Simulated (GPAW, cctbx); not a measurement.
## How far are the atoms of Tl3SnN2 from free atoms?

Question: by how much does bonding change the X-ray structure factors of Tl3SnN2, how firmly does DFT give the change, and what does a routine refinement make of it?

The cell comes from substitution in a known structure type and wasn't matched to any measured phase. All numbers below are calculated.

## Step 1: Find the equilibrium geometry

The density hangs on the geometry, so cell and atoms are relaxed first, with the symmetry held. The cutoff is set higher than for the density because stress converges slowly with plane waves.

Settings: GPAW 26.7.0, PBE, 900 eV, 4×3×3 k-points (along the axes of the calculation cell), Fermi–Dirac width 0.05 eV, BFGS to 0.03 eV/Å.

```text
cell
1.0
     0.000000000    0.000000000    3.588000000
     6.422000000    0.000000000    0.000000000
    -3.211000000    5.561615143    0.000000000
Tl Sn N
3 1 2
Direct
0.500000000 0.000000000 0.500000000
0.500000000 0.500000000 0.500000000
0.500000000 0.500000000 0.000000000
0.000000000 0.000000000 0.000000000
0.000000000 0.666666667 0.333333333
0.000000000 0.333333333 0.666666667
```

```console
$ OMP_NUM_THREADS=1 mpirun -n 4 gpaw python run.py > gpaw.log
```

```text
BFGS:    0      -21.487603        0.297091
BFGS:    1      -21.489388        0.297921
BFGS:    2      -21.562909        0.495516
BFGS:    3      -21.679081        0.687991
...
BFGS:    8      -21.902979        0.063507
BFGS:    9      -21.903177        0.060946
BFGS:   10      -21.904769        0.015492
cell  3.1761 6.8119 6.8119  120.00 90.00 90.00
volume 127.636 A^3, largest force 0.000 eV/A, largest stress 0.12 GPa
```

The cell moved far, while the k-mesh and basis were chosen for the start, so the final shape may be somewhat biased.

After 10 steps the volume has changed by -0.4 % and the energy by -0.417 eV; the largest stress left is 0.12 GPa. It took 4.5 min on 4 cores of Intel(R) Xeon(R) Platinum 8375C CPU @ 2.90GHz (Ice Lake) (shared host), peak memory 1.3 GiB.

Relaxed structure: P6/mmm (no. 191), a = 6.8119 Å, b = 6.8119 Å, c = 3.1761 Å, α = 90.00°, β = 90.00°, γ = 120.00°.

```
atom  mult.    x    y    z
 Tl1      3    0  1/2  1/2
 Sn1      1    0    0    0
  N1      2  2/3  1/3    0
```

## Step 2: Density and charge transfer

X-rays see the whole electron density, so the PAW density is rebuilt with its core regions. Subtracting spherical free atoms from the same code cancels the cores and leaves the deformation density Δρ, the part due to bonding.

Settings: PBE, 550 eV, 6×3×3 k-points (along the axes of the calculation cell), Fermi–Dirac width 0.05 eV; primitive cell of 6 atoms.

```console
$ OMP_NUM_THREADS=1 mpirun -n 4 gpaw python run.py > gpaw.log
```

```text
|iter:   1|       0s |  -25.077604 | -0.17 |       |
|iter:   2|       2s |  -23.229366 | -1.49 | -1.07 |
|iter:   3|       3s |  -21.488040 | -1.40 | -1.19 |
...
|iter:   8|       8s |  -21.335482c| -5.53 | -3.43 |
|iter:   9|       8s |  -21.335489c| -6.41 | -4.20c|
|iter:  10|      10s |  -21.335489c| -7.51c| -4.72c|
```

```text
grid (36, 80, 80)  electrons 307.000  moved by bonding 1.057 e
deformation density beyond 0.5 A of the nuclei: max 0.137, min -0.061 e/A^3
atom        x       y       z   Voronoi charge  moment
Tl1    0.5000  0.0000  0.5000      0.264       0.00
Tl2    0.5000  0.5000  0.5000      0.264       0.00
Tl3    0.5000  0.5000  0.0000      0.264       0.00
Sn4    0.0000  0.0000  0.0000      0.015       0.00
N 5    0.0000  0.6667  0.3333     -0.404       0.00
N 6    0.0000  0.3333  0.6667     -0.404       0.00
mean inner potential of superposed free atoms 19.943 V
total magnetic moment 0.000 muB
```

Deformation density in a plane through the shortest contact of the Tl atom at the origin, in 0.01 e/Å³ (clipped at ±99); x from -1.6 to 4.1 Å, y from 2.4 down to -2.4 Å:

```text
  .  -2   1   7   8   .   .   9   6   1  -1  -1   0   0   0   0
  1  -4   0   5   7   9  13   7   4   1  -1  -1  -1   0   0   0
 -4  -2   0   2   5   8   7   4   0  -1  -1   0   0   0   0   0
  0  -1  -1  -1   1   2   1   0  -1   0   1   2   1   0   0   0
  3   0  -2  -5  -2  -4  -4  -2   0   3   7   6   4   1   0   0
  6   1  -4   1   .   4  -4  -2   3   7  14   .   3   4   1   0
  8   2  -4   8   .   .   2  -1   6   8   .   .   8   6   2   0
  5   0  -6   1   .   0  -3  -1   4   7   8   .  11   6   1  -1
  1  -1  -3  -5  -2  -4  -3  -1   2   5   8   8   6   1   0  -1
 -1   0   1   2   1   0  -1  -1  -1   1   3   3   1  -1  -1   1
  0   2   6   8   7   3   1  -2  -4  -4  -4  -4  -2   0   1   5
  2   7  13  11   6   7   2  -3  -1   3   6  -4  -3   2   7  11
  4   6   .   .   9   8   3  -4   7   .   .   4  -4   4   8   .
```

Atoms in or within 0.15 Å of the plane: Tl (0.0, 0.0), N (2.5, 0.0) Å. Dots mark points within about 0.45 Å of a nucleus; large values next to them are atomic features.

N gains most (-0.40 e) and Tl loses most (+0.26 e), as electronegativity suggests. Such charges fall far short of formal ones, since overlapping free atoms already put density on their neighbours. Along the shortest contact from the Tl atom at the map's origin, Tl–N at 2.53 Å, Δρ is +0.02 e/Å³ at the midpoint; the highest value on the line, +0.10, lies at the edge of the range, 0.5 Å from N, and is an atomic rather than a bond feature: little sits at the middle, as in a polar contact, whose build-up shifts to the more electronegative atom. At the midpoints of other shortest contacts it is -0.01 (Tl–Tl, 3.18 Å) and +0.03 (Sn–Sn, 3.18 Å) e/Å³. Point values carry grid noise of about 0.01 e/Å³. The run needed 10 iterations, 21 s.

## Step 3: Structure factors

The Fourier components of Δρ, added to those of the free atoms, give the static X-ray structure factors; the Mott–Bethe relation turns them into the Fourier components V of the potential that fast electrons feel.

```text
static structure factors of the conventional cell: F in electrons, V (Mott-Bethe) in volts
   h  k  l      d  |F| table  |F| free   |F| DFT   change   |V| free  |V| DFT  change %
   1  0  0  5.8993    36.984    36.907    37.081    0.174     1.367    1.149    -15.9
   1  1  0  3.4059    18.784    18.812    18.164   -0.648     0.755    0.485    -35.7
   0  0  1  3.1761   163.552   163.538   163.004   -0.535     5.601    5.795      3.5
   2  0  0  2.9496   251.039   251.011   250.662   -0.349    10.932   11.041      1.0
   1  0  1  2.7966   107.225   107.232   106.870   -0.363     4.709    4.811      2.2
   1  1  1  2.3229   115.653   115.588   115.774    0.187     5.699    5.663     -0.6
   2  1  0  2.2297    32.148    32.114    32.255    0.142     1.051    1.026     -2.4
   2  0  1  2.1613   164.462   164.366   164.481    0.115     5.978    5.959     -0.3
   3  0  0  1.9664    19.716    19.707    19.667   -0.040     0.376    0.370     -1.5
   2  1  1  1.8249    95.577    95.525    95.534    0.009     3.406    3.404     -0.0
   2  2  0  1.7030   226.033   225.909   226.035    0.126     8.446    8.432     -0.2
   3  0  1  1.6719   102.336   102.281   102.299    0.018     4.288    4.287     -0.0
   3  1  0  1.6362    29.208    29.198    29.147   -0.052     0.846    0.851      0.6
   0  0  2  1.5880   219.789   219.667   219.601   -0.066     7.909    7.915      0.1
```

The largest X-ray change is -0.65 e on 110, 3.4 % of |F|. For electrons V goes as (Z − F)/g², so a change of F counts against Z − F, which is small at low angle and wherever the atoms' terms cancel: |V| of 110 moves by -35.7 % (0.76 to 0.48 V) against -3.4 % in |F|. The last three rows change by 0.07 e or less, against 0.65 e at the top: the effect is concentrated at low angle. The tabulated Hartree–Fock atoms differ from the free DFT atoms by up to 0.12 e, so the choice of reference atom matters too.

## Step 4: The functional ladder

The same geometry is run with other functionals, to see whether the bonding signal is larger than the spread between approximations. Free atoms are LDA for LDA and PBE otherwise; meta-GGAs and hybrids keep PBE cores. Any other changed setting is in the row's label.

| run | ΔF 110 (e) | ΔF 001 (e) | ΔF 101 (e) | q(N) (e) | moved (e) | time |
| --- | --- | --- | --- | --- | --- | --- |
| PBE | -0.648 | -0.535 | -0.363 | -0.404 | 1.057 | 21 s |
| LDA | -0.612 | -0.513 | -0.346 | -0.385 | 0.994 | 25 s |
| r2SCAN | -0.696 | -0.545 | -0.367 | -0.430 | 1.212 | 50 s |

At the base's settings ΔF(110) spans -0.696 to -0.612 e, a spread of 13 % of the PBE value; over the three listed reflections the spread is at most 13 %, so sign and size hold across the functionals. Times are from shared hosts.

## Step 5: What a spherical-atom refinement makes of it

Routine crystallography fits spherical atoms. To see the bias, intensities are simulated from tabulated atoms plus the DFT change ΔF, so that bonding alone can misfit (4314 reflections of the full sphere, merged to the counts below, to 0.5 Å, 1.5 % proportional noise plus counting noise, assumed isotropic U as listed, Δρ smeared by the mean U) and refined with cctbx over different ranges.

```
                    range  data      R1  GooF  U Tl1 (true 0.0036)  U Sn1 (true 0.0044)  U N1 (true 0.0081)  largest shift (Å)  Δρ max, min (e/Å³)
                 all data   255  0.0028  0.96               0.0036               0.0044              0.0082             0.0000         0.59, -0.41
 low resolution, d > 0.84    64  0.0025  0.90               0.0036               0.0043              0.0078             0.0000         0.17, -0.16
     high order, d < 0.75   169  0.0028  0.93               0.0036               0.0044              0.0083             0.0000         0.34, -0.34
occupancies free, d > 0.7   105  0.0027  0.95               0.0036               0.0044              0.0089             0.0000         0.23, -0.24
```

With all data GooF is 0.96, so at this noise the bonding hardly shows; the top residual peak lies 0.49 Å from N and 2.25 Å from Tl. No U is off by more than 3 s.u. at low resolution. Symmetry fixes every coordinate, so the shifts are zero by construction. With Tl1 held at 1 and the scale free, the other occupancies refine to Sn1 1.001(0.001) and N1 1.028(0.011), within three s.u. of full.

## Step 6: Answer

Bonding moves 1.06 e in the primitive cell of Tl3SnN2 and changes the structure factors of the conventional cell in the table above by at most 0.65 e (110, 3.4 %). The shortest bond, Tl–N, has Δρ = +0.02 e/Å³ at its midpoint, low for a shared bond; with the charge transfer this is a polar contact. At the base's settings ΔF(110) spans -0.696 to -0.612 e, a spread of 13 % of the PBE value; over the three listed reflections the spread is at most 13 %, so sign and size hold across the functionals. With all data GooF is 0.96, so at this noise the bonding hardly shows. Limits: static density, frozen cores, no spin–orbit coupling.

[Outputs are excerpts: Python notices, other lines and further rows are left out; steps that failed or that the build refused (PBEsol, TPSS) are not shown.]

[Logs are printed without paths, hosts, clocks, repeated set-up lines and the standing remarks that a program may print on its own settings, such as how far it seeks lower states.]
